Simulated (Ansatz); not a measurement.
## Y on Nb(110): change of the work function

Aim: the work function of Nb(110) at several coverages of Y (hollow site), and the dipole that each adsorbate carries.

Main program and level: Ansatz 0.2.0; plane-wave DFT, PBE, Ansatz PAW.

**1. The structure**

The cell holds 4 atoms: 4 Nb. Its edges and angles: a = 2.858 Å, b = 2.858 Å, c = 25.000 Å, α = 90.0°, β = 90.0°, γ = 70.5°. Vacuum lies along c.

**2. The clean slab**

The bare slab comes first, as the zero from which every change is counted. The two lowest layers are held at bulk places and the upper ones relax. The dipole correction removes the false field that a one-sided slab makes across the periodic vacuum, so each face gets a flat vacuum level of its own.

The input, input.yaml:

```yaml
crystal:
  lattice:
    - [2.3334523779, -1.65, 0.0]
    - [2.3334523779, 1.65, 0.0]
    - [0.0, 0.0, 25.0003571337]
  atoms:
    - { symbol: Nb, position: [0.0, 0.0, 0.3599948573] }
    - { symbol: Nb, position: [0.5, 0.5, 0.4533316191] }
    - { symbol: Nb, position: [0.0, 0.0, 0.5466683809] }
    - { symbol: Nb, position: [0.5, 0.5, 0.6400051427] }
kpoints:
  mp_grid: { grid: [12, 12, 1] }
hamiltonian:
  xc: pbe
scf:
  occupations: { method: fermi_dirac, width: 0.1 }
  convergence: { dr2_threshold: 1.0e-08 }
efield:
  axis: 3
  dipole_correction: true
  ramp_position: 0.97
  ramp_width: 0.06
relax:
  f_tol: 0.02
  max_steps: 60
  constraints: [{ sites: [0, 1] }]
output:
  write_potential: true
  write_density: true
  volumetric_format: npy
```

Started as:

```sh
$ ansatz run input.yaml --threads 4 --pin off --max-ram 16384MiB --backend cpu --events-out ev --progress --plain --runs-dir out
```

Log:

```text
Engine: ansatz 0.2.0, aarch64-unknown-linux-gnu
Pseudopotentials: kind: paw
Pseudopotential: Nb, paw, valence charge 13, recommended cutoff 420 eV (normal), Nb.paw.azcp
Functional definition: PBE
  parameter kappa = 0.804
  parameter beta = 0.066725
  exchange = pbe_x(kappa = kappa, mu = beta*pi^2/3)
  correlation = pbe_c(beta = beta)
Crystal: 4 atoms, lattice volume = 192.513 Å³
Basis set: ecut = 420 eV, 3769 PW (Γ), exchange–correlation on 40×40×360 points (8 copies of the dense FFT grid, shifted against one another)
Bands: 32, of which v1, the nominal top of the filled ones, is band 26 counted from 1 (25 counted from 0)
Symmetry: 4 space group operations
k-points: 43 of 144
Non-local potential: Nb, projectors of the file, l = 0: 3, l = 1: 2, l = 2: 2, l = 3: 1
PAW form: soft (Blöchl's): semilocal exchange-correlation on the pseudo side does not see the compensation charge
PAW one-centre angular grid: Nb, 590 points (default); XC on 64 Gauss nodes
Initial density: superposition of atomic densities (neutral atoms: chi_scale 0, normalization atom), corrected by the library's trained network
Initial wavefunctions: pseudopotential atomic-orbital guess
Functional: x = pbe(κ = 0.804, μ = 0.219515), c = pbe(β = 0.066725)
SCF iter   1: F=—  HF=-18207.315250 eV  |F-HF|=—  |Δ(HF+E_count)|=         —  Δρ=9.75e-3  dr2=3.31e0  ethr=1.77e-3  p=0.000 e·Å  D=2.85e-14 V/Å  ΔV_dip=-0.00 eV  dr2_dipole=3.46e-7  V_vac-E_F(+/−)=4.87/4.87 eV  ⟨swp⟩=7.8  Hψ=6620  notcnv=0
efield: sawtooth ramp at fractional position 0.9700 (set: `efield.ramp_position`, or a place that a band, a saddle search or an elastic batch's reference lends), width 0.0600; the density the first Hamiltonian is built on has a dipole p = 0.000 e·Å; the dipole correction subtracts the counter field D = 2.85e-14 V/Å, which shifts the + side's vacuum level by -0.00 eV against the − side's; the planar-averaged density in the ramp window peaks in size at 3.8e-6 e/Å³
preconditioner: auto → LDOS  [metal: Δε(μ)=0.022 eV  Ē_g=3.353 eV  σ=0.100 eV  W_gap=0.06  n_scr=16 (ndim 8)  ℏωp=12.0 eV  f_vac=0.550  D(μ)=4.82/eV (n_scr^D=16)  β→1.0]
SCF iter   2: F=—  HF=-18207.212039 eV  |F-HF|=—  |Δ(HF+E_count)|=   1.03e-1  Δρ=3.07e-3  dr2=1.93e-1  ethr=1.77e-3  p=-0.000 e·Å  D=-8.90e-6 V/Å  ΔV_dip=0.00 eV  dr2_dipole=7.29e-7  V_vac-E_F(+/−)=4.49/4.49 eV  ⟨swp⟩=2.1  Hψ=1844  notcnv=0
SCF iter   3: F=—  HF=-18207.208750 eV  |F-HF|=—  |Δ(HF+E_count)|=   3.29e-3  Δρ=5.93e-4  dr2=5.77e-3  ethr=3.70e-4  p=-0.000 e·Å  D=-3.39e-6 V/Å  ΔV_dip=0.00 eV  dr2_dipole=4.12e-8  V_vac-E_F(+/−)=4.55/4.55 eV  ⟨swp⟩=1.2  Hψ=1387  notcnv=0
SCF iter   4: F=—  HF=-18207.208628 eV  |F-HF|=—  |Δ(HF+E_count)|=   1.22e-4  Δρ=1.54e-4  dr2=7.62e-5  ethr=1.11e-5  p=0.000 e·Å  D=1.41e-7 V/Å  ΔV_dip=-0.00 eV  dr2_dipole=3.45e-10  V_vac-E_F(+/−)=4.53/4.53 eV  ⟨swp⟩=2.0  Hψ=1725  notcnv=0
SCF iter   5: F=—  HF=-18207.208644 eV  |F-HF|=—  |Δ(HF+E_count)|=   1.67e-5  Δρ=3.90e-5  dr2=6.01e-6  ethr=1.47e-7  p=0.000 e·Å  D=1.87e-7 V/Å  ΔV_dip=-0.00 eV  dr2_dipole=7.25e-11  V_vac-E_F(+/−)=4.53/4.53 eV  ⟨swp⟩=2.6  Hψ=2386  notcnv=0
SCF iter   6: F=—  HF=-18207.208496 eV  |F-HF|=—  |Δ(HF+E_count)|=   1.48e-4  Δρ=1.47e-5  dr2=2.08e-6  ethr=1.16e-8  p=-0.000 e·Å  D=-1.64e-7 V/Å  ΔV_dip=0.00 eV  dr2_dipole=6.50e-12  V_vac-E_F(+/−)=4.53/4.53 eV  ⟨swp⟩=3.0  Hψ=2770  notcnv=0
SCF iter   7: F=—  HF=-18207.208496 eV  |F-HF|=—  |Δ(HF+E_count)|=   1.30e-7  Δρ=4.32e-6  dr2=5.36e-8  ethr=4.00e-9  p=-0.000 e·Å  D=-7.76e-8 V/Å  ΔV_dip=0.00 eV  dr2_dipole=3.69e-14  V_vac-E_F(+/−)=4.53/4.53 eV  ⟨swp⟩=2.1  Hψ=1842  notcnv=0
SCF iter   8: F=-18207.208496 eV  HF=-18207.208496 eV  |F-HF|=1.09e-8  |Δ(HF+E_count)|=   6.18e-8  Δρ=1.14e-6  dr2=3.95e-9  ethr=1.92e-11  p=-0.000 e·Å  D=-4.81e-8 V/Å  ΔV_dip=0.00 eV  dr2_dipole=1.22e-13  V_vac-E_F(+/−)=4.53/4.53 eV  ⟨swp⟩=10.7  Hψ=10042  notcnv=0
SCF 1 converged in 8 iterations: F = -18207.208496 eV  dr2 = 3.95e-9
  greatest PAW one-centre occupation: 0.998 electrons in one spin orbital (limit 2), on the Nb atom at site 1 (counted from 0), in its partial waves of l = 0
relax step   1: F+E_penalty+E_count = -18207.20849629 eV  Δ(F+E_penalty+E_count) = +0.000e0 eV  max|allowed force component| = 3.894e-1 eV/Å  Δτ_max = 0.0000 Å  (8 SCF iters, accepted)
Initial density: handed on by an earlier stage of this run
Initial wavefunctions: those handed on with the density
iter 1 solved again at ethr=8.91e-4 eV; its pass at ethr=3.10e-3 eV (dr2=4.63e-1 eV) is discarded
SCF iter   1: F=—  HF=-18207.238086 eV  |F-HF|=—  |Δ(HF+E_count)|=         —  Δρ=7.19e-3  dr2=5.38e-1  ethr=8.91e-4  p=0.000 e·Å  D=2.41e-7 V/Å  ΔV_dip=-0.00 eV  dr2_dipole=3.75e-2  V_vac-E_F(+/−)=4.55/4.55 eV  ⟨swp⟩=1.5  Hψ=5041  notcnv=0
efield: sawtooth ramp at fractional position 0.9700 (set: `efield.ramp_position`, or a place that a band, a saddle search or an elastic batch's reference lends), width 0.0600; the density the first Hamiltonian is built on has a dipole p = 0.000 e·Å; the dipole correction subtracts the counter field D = 2.41e-7 V/Å, which shifts the + side's vacuum level by -0.00 eV against the − side's; the planar-averaged density in the ramp window peaks in size at 1.7e-6 e/Å³
eigensolver tolerance schedule calibrated: the retry pair's looser diagonalisation under-reported the residual by θ = 0.14 (0.26/decade); ethr = c·dr2/N_el runs at the constant in force after the calibration composes with the one it found (an armed cap, an earlier calibration), c = 1.5e-2
preconditioner: auto → LDOS  [metal: Δε(μ)=0.018 eV  Ē_g=3.370 eV  σ=0.100 eV  W_gap=0.04  n_scr=16 (ndim 8)  ℏωp=12.0 eV  f_vac=0.554  D(μ)=5.21/eV (n_scr^D=16)  β→1.0]
SCF iter   2: F=—  HF=-18207.209041 eV  |F-HF|=—  |Δ(HF+E_count)|=   2.90e-2  Δρ=3.22e-3  dr2=5.71e-2  ethr=1.58e-4  p=0.007 e·Å  D=6.44e-3 V/Å  ΔV_dip=-0.16 eV  dr2_dipole=5.95e-4  V_vac-E_F(+/−)=4.37/4.53 eV  ⟨swp⟩=3.3  Hψ=2989  notcnv=0
SCF iter   3: F=—  HF=-18207.204925 eV  |F-HF|=—  |Δ(HF+E_count)|=   4.12e-3  Δρ=1.43e-3  dr2=1.52e-2  ethr=1.68e-5  p=0.003 e·Å  D=2.81e-3 V/Å  ΔV_dip=-0.07 eV  dr2_dipole=7.68e-6  V_vac-E_F(+/−)=4.46/4.54 eV  ⟨swp⟩=3.1  Hψ=2994  notcnv=0
SCF iter   4: F=—  HF=-18207.202556 eV  |F-HF|=—  |Δ(HF+E_count)|=   2.37e-3  Δρ=3.42e-4  dr2=7.98e-4  ethr=4.45e-6  p=0.004 e·Å  D=3.39e-3 V/Å  ΔV_dip=-0.08 eV  dr2_dipole=2.68e-7  V_vac-E_F(+/−)=4.44/4.53 eV  ⟨swp⟩=2.6  Hψ=2412  notcnv=0
SCF iter   5: F=—  HF=-18207.202526 eV  |F-HF|=—  |Δ(HF+E_count)|=   3.08e-5  Δρ=9.09e-5  dr2=2.93e-5  ethr=2.34e-7  p=0.004 e·Å  D=3.58e-3 V/Å  ΔV_dip=-0.09 eV  dr2_dipole=4.90e-7  V_vac-E_F(+/−)=4.44/4.53 eV  ⟨swp⟩=3.2  Hψ=2733  notcnv=0
SCF iter   6: F=—  HF=-18207.202389 eV  |F-HF|=—  |Δ(HF+E_count)|=   1.36e-4  Δρ=2.49e-5  dr2=4.44e-6  ethr=8.60e-9  p=0.004 e·Å  D=3.50e-3 V/Å  ΔV_dip=-0.09 eV  dr2_dipole=1.74e-6  V_vac-E_F(+/−)=4.44/4.53 eV  ⟨swp⟩=3.0  Hψ=2702  notcnv=0
SCF iter   7: F=—  HF=-18207.202390 eV  |F-HF|=—  |Δ(HF+E_count)|=   4.75e-7  Δρ=7.49e-6  dr2=1.67e-7  ethr=1.30e-9  p=0.004 e·Å  D=3.50e-3 V/Å  ΔV_dip=-0.09 eV  dr2_dipole=3.60e-9  V_vac-E_F(+/−)=4.44/4.53 eV  ⟨swp⟩=2.7  Hψ=2650  notcnv=0
SCF iter   8: F=-18207.202390 eV  HF=-18207.202390 eV  |F-HF|=1.21e-8  |Δ(HF+E_count)|=   1.49e-7  Δρ=1.97e-6  dr2=9.36e-9  ethr=2.94e-12  p=0.004 e·Å  D=3.48e-3 V/Å  ΔV_dip=-0.09 eV  dr2_dipole=2.91e-9  V_vac-E_F(+/−)=4.44/4.53 eV  ⟨swp⟩=8.0  Hψ=10634  notcnv=0
SCF 2 converged in 8 iterations: F = -18207.202390 eV  dr2 = 9.36e-9
  greatest PAW one-centre occupation: 0.998 electrons in one spin orbital (limit 2), on the Nb atom at site 2 (counted from 0), in its partial waves of l = 0
relax step   2: F+E_penalty+E_count = -18207.20238997 eV  Δ(F+E_penalty+E_count) = +6.106e-3 eV  max|allowed force component| = 5.460e-1 eV/Å  Δτ_max = 0.1121 Å  (8 SCF iters, rejected (line search))
SCF iter   1: F=—  HF=-18207.232317 eV  |F-HF|=—  |Δ(HF+E_count)|=         —  Δρ=3.81e-3  dr2=1.71e-1  ethr=2.81e-3  p=0.004 e·Å  D=3.48e-3 V/Å  ΔV_dip=-0.09 eV  dr2_dipole=1.74e-2  V_vac-E_F(+/−)=4.43/4.51 eV  ⟨swp⟩=3.3  Hψ=2664  notcnv=0
efield: sawtooth ramp at fractional position 0.9700 (set: `efield.ramp_position`, or a place that a band, a saddle search or an elastic batch's reference lends), width 0.0600; the density the first Hamiltonian is built on has a dipole p = 0.004 e·Å; the dipole correction subtracts the counter field D = 3.48e-3 V/Å, which shifts the + side's vacuum level by -0.09 eV against the − side's; the planar-averaged density in the ramp window peaks in size at 6.3e-7 e/Å³
preconditioner: auto → LDOS  [metal: Δε(μ)=0.008 eV  Ē_g=3.319 eV  σ=0.100 eV  W_gap=0.02  n_scr=16 (ndim 8)  ℏωp=12.0 eV  f_vac=0.550  D(μ)=5.23/eV (n_scr^D=16)  β→1.0]
SCF iter   2: F=—  HF=-18207.224854 eV  |F-HF|=—  |Δ(HF+E_count)|=   7.46e-3  Δρ=1.60e-3  dr2=1.23e-2  ethr=3.28e-4  p=0.001 e·Å  D=6.92e-4 V/Å  ΔV_dip=-0.02 eV  dr2_dipole=1.65e-4  V_vac-E_F(+/−)=4.51/4.53 eV  ⟨swp⟩=2.0  Hψ=2164  notcnv=0
SCF iter   3: F=—  HF=-18207.224245 eV  |F-HF|=—  |Δ(HF+E_count)|=   6.09e-4  Δρ=7.77e-4  dr2=4.90e-3  ethr=2.36e-5  p=0.002 e·Å  D=2.17e-3 V/Å  ΔV_dip=-0.05 eV  dr2_dipole=2.59e-4  V_vac-E_F(+/−)=4.47/4.53 eV  ⟨swp⟩=3.0  Hψ=2617  notcnv=0
SCF iter   4: F=—  HF=-18207.223484 eV  |F-HF|=—  |Δ(HF+E_count)|=   7.61e-4  Δρ=1.96e-4  dr2=2.48e-4  ethr=9.42e-6  p=0.002 e·Å  D=1.60e-3 V/Å  ΔV_dip=-0.04 eV  dr2_dipole=3.10e-5  V_vac-E_F(+/−)=4.49/4.53 eV  ⟨swp⟩=2.2  Hψ=1964  notcnv=0
SCF iter   5: F=—  HF=-18207.223476 eV  |F-HF|=—  |Δ(HF+E_count)|=   7.80e-6  Δρ=5.31e-5  dr2=1.59e-5  ethr=4.77e-7  p=0.001 e·Å  D=1.41e-3 V/Å  ΔV_dip=-0.04 eV  dr2_dipole=1.61e-7  V_vac-E_F(+/−)=4.49/4.53 eV  ⟨swp⟩=2.1  Hψ=1981  notcnv=0
SCF iter   6: F=—  HF=-18207.223476 eV  |F-HF|=—  |Δ(HF+E_count)|=   2.05e-7  Δρ=1.30e-5  dr2=6.56e-7  ethr=3.06e-8  p=0.002 e·Å  D=1.41e-3 V/Å  ΔV_dip=-0.04 eV  dr2_dipole=8.06e-8  V_vac-E_F(+/−)=4.49/4.53 eV  ⟨swp⟩=2.4  Hψ=2256  notcnv=0
SCF iter   7: F=—  HF=-18207.223328 eV  |F-HF|=—  |Δ(HF+E_count)|=   1.48e-4  Δρ=4.70e-6  dr2=9.78e-8  ethr=1.26e-9  p=0.001 e·Å  D=1.40e-3 V/Å  ΔV_dip=-0.04 eV  dr2_dipole=1.71e-8  V_vac-E_F(+/−)=4.49/4.53 eV  ⟨swp⟩=3.0  Hψ=2696  notcnv=0
SCF iter   8: F=-18207.223328 eV  HF=-18207.223328 eV  |F-HF|=7.52e-9  |Δ(HF+E_count)|=   5.84e-8  Δρ=1.53e-6  dr2=8.78e-9  ethr=1.92e-11  p=0.001 e·Å  D=1.41e-3 V/Å  ΔV_dip=-0.04 eV  dr2_dipole=7.69e-10  V_vac-E_F(+/−)=4.49/4.53 eV  ⟨swp⟩=8.5  Hψ=10262  notcnv=0
SCF 3 converged in 8 iterations: F = -18207.223328 eV  dr2 = 8.78e-9
relax step   3: F+E_penalty+E_count = -18207.22332794 eV  Δ(F+E_penalty+E_count) = -1.483e-2 eV  max|allowed force component| = 4.453e-3 eV/Å  Δτ_max = 0.0537 Å  (8 SCF iters, accepted)
NSCF: frozen V_eff on 43 k-points
the search or the solves at the SCF's close seem to have found levels that the self-consistency loop had missed (the run counts 1). By its estimate they hold under 1e-12 electrons; where the run keeps them, the occupations were computed again with them
WARN: The output density's exchange-correlation potential varies sharply where the density is thin. Do not read a vacuum level from v_tot or v_xc, or from such a field of the output density. On a cell that repeats whose density bears no net charge and no dipole along the vacuum's axis use v_es (v_loc + v_h of the components); under efield.dipole_correction with no amplitude use v_es + v_field, which holds any externa [...]
SCF converged after 8 iterations
Free energy (F): -18207.223328 eV
Harris-Foulkes:  -18207.223328 eV  (|F-HF|=7.52e-9)
Internal energy: -18207.049194 eV  (E = F + TS)
E sigma→0 (E₀):  -18207.136261 eV
Entropy (-TS):   -0.174134 eV (-43.533 meV/atom)
Fermi energy:    4.006922 eV
Dipole field:    D = 0.001448 V/Å  (p = 0.001540 e·Å, saw-weighted, corrected)
Work function:   Φ+ = 4.4924 eV   Φ− = 4.5286 eV
Levels:          The Fermi level and band energies are counted from a zero that moves with the ramp; work functions are not
--- Per-component energies (eV) ---
  E_band       = -991.310335
  E_kinetic    = 1574.965992
  E_local      = -56308.310316  (includes V_loc(G=0)·N_el)
  E_nonlocal   = 481.684186
  E_hartree    = 27269.689835
  E_xc         = -699.311284
  E_vxc        = -847.940008  (∫ρ·V_xc dr)
  E_paw        = -12294.007992  (= ΣΔE_a)
  E_vpaw       = -431.089472  (= ΣTr[D̂ρ^β])
  E_aug_tail   = 0.000027  (compensation charges beyond the density's cutoff)
  E_efield     = 0.000001  (sawtooth field / dipole correction)
  E_vefield    = 0.000464  (∫n·V_field dr)
  E_ewald      = 21768.240357
  E_smearing   = -0.174134  (= −TS)
  E_closure    = -0.000000  (closes the sum)
  Σ components = -18207.223328   (vs F -18207.223328, Δ=0.00e0)
--- Forces (eV/Å), atoms counted from 1 ---
  atom   1  Nb     0.00000000     0.00000000     0.34062171
  atom   2  Nb     0.00000000     0.00000000    -0.33312918
  atom   3  Nb     0.00000000     0.00000000    -0.00306056
  atom   4  Nb     0.00000000     0.00000000    -0.00445312
  max |Σ_I F_I| component: 2.11e-5 eV/Å
--- Band table (eV; the first three rows and the last of 43) ---
  k-point 0: bands = [... 22 lower, 3.4466, 3.5123, 3.6764, 4.0611, 4.1727, 4.6389, 4.6520, 5.6784, ... 2 higher]
  k-point 1: bands = [... 22 lower, 3.4048, 3.4548, 3.6401, 4.0028, 4.2565, 4.3791, 4.7400, 5.2644, ... 2 higher]
  k-point 2: bands = [... 22 lower, 3.1785, 3.3530, 3.5747, 3.7357, 3.8698, 4.4583, 4.7888, 5.0334, ... 2 higher]
  k-point 42: bands = [... 22 lower, 2.6735, 3.3174, 3.8761, 5.5518, 5.7661, 6.0386, 6.2753, 6.6835, ... 2 higher]
--- Relaxed structure (3 steps of the walk, 2 accepted, 0 SCFs on fresh bases) ---
  F+E_penalty+E_count = -18207.22332794 eV   max|allowed force component| = 4.453e-3 eV/Å
  atoms:
    - { symbol: Nb, position: [0.0, 0.0, 0.359995] }
    - { symbol: Nb, position: [0.5, 0.5, 0.4533316191] }
    - { symbol: Nb, position: [0.0, 0.0, 0.547835] }
    - { symbol: Nb, position: [0.5, 0.5, 0.637856] }
```

It took 16 s on 4 threads of Arm Neoverse V2, shared host; peak memory 0.56 GiB.

In the SCF lines HF is the Harris–Foulkes energy and dr2 the Hartree energy of the density residual, in eV; the loop may stop once dr2 is under the threshold and the program's other checks hold. Hψ counts applications of the Hamiltonian.

The steps of the relaxation:

```tsv
step	energy less that of the first step (eV)	largest force component (eV/Å)
1	0.0000	0.3894
2	0.0061	0.5460
3	-0.0148	0.0045
```

Relaxation step 2 was tried and not accepted.

Forces are held to the 4 operations that the program found; a distortion that breaks them can't arise in this run.

The atoms that moved most (Å):

```tsv
atom	dx	dy	dz	length
Nb4	0.000	0.000	-0.054	0.054
Nb3	0.000	0.000	0.029	0.029
```

The relaxed structure:

```xyz
4
Lattice="2.3335 -1.6500 0.0000 2.3335 1.6500 0.0000 0.0000 0.0000 25.0004" Properties=species:S:1:pos:R:3
Nb    0.0000    0.0000    9.0000
Nb    2.3335    0.0000   11.3335
Nb    0.0000    0.0000   13.6961
Nb    2.3335    0.0000   15.9466
```

Read from the output:

```yaml
energy_at_zero_smearing: -18207.1363 eV
work_function_upper_face: 4.492 eV
work_function_lower_face: 4.529 eV
dipole_along_the_normal: 0.001540 e·Å
step_between_the_vacuum_levels: -0.03619 eV
```

Running mean over 2.333 Å of the planar mean; the ramp of the sawtooth is left out. Electron's electrostatic potential energy less the Fermi level against z:

```tsv
z (Å)	electron's electrostatic potential energy less the Fermi level (eV)
3.5	4.53
4.0	4.53
4.5	4.52
5.0	4.51
5.5	4.47
6.0	4.34
6.5	3.95
7.0	2.78
7.5	-0.525
8.0	-5.88
8.5	-9.88
9.0	-11.0
9.5	-11.1
10.0	-11.0
10.5	-10.9
11.0	-10.9
11.5	-10.9
12.0	-10.8
12.5	-10.6
13.0	-10.7
13.5	-10.9
14.0	-11.2
14.5	-11.7
15.0	-11.8
15.5	-11.5
16.0	-11.1
16.5	-9.62
17.0	-5.33
17.5	-0.0576
18.0	2.95
18.5	3.98
19.0	4.33
19.5	4.44
20.0	4.48
20.5	4.49
21.0	4.49
21.5	4.49
```

The relaxation took 3 steps and lowered the energy by 0.015 eV; the largest force on the free atoms ends at 0.0045 eV/Å.

The work function of the upper face is 4.49 eV.

(Continued in part 2 of 3.)

[Long decimals in the printed logs are rounded to 6 places.]

[Logs are printed without paths, hosts, clocks, repeated set-up lines and the standing remarks that a program may print on its own settings, such as how far it seeks lower states.]

[Hosts, paths, dates, database ids (printed as entryN), source tags and the programs' standing remarks are cut or masked in the printed files.]

[Maps of the electrostatic potential energy from Ansatz leave out the sawtooth potential of an applied field or a dipole correction, so their vacuum need not be flat; planar profiles and work functions include it.]
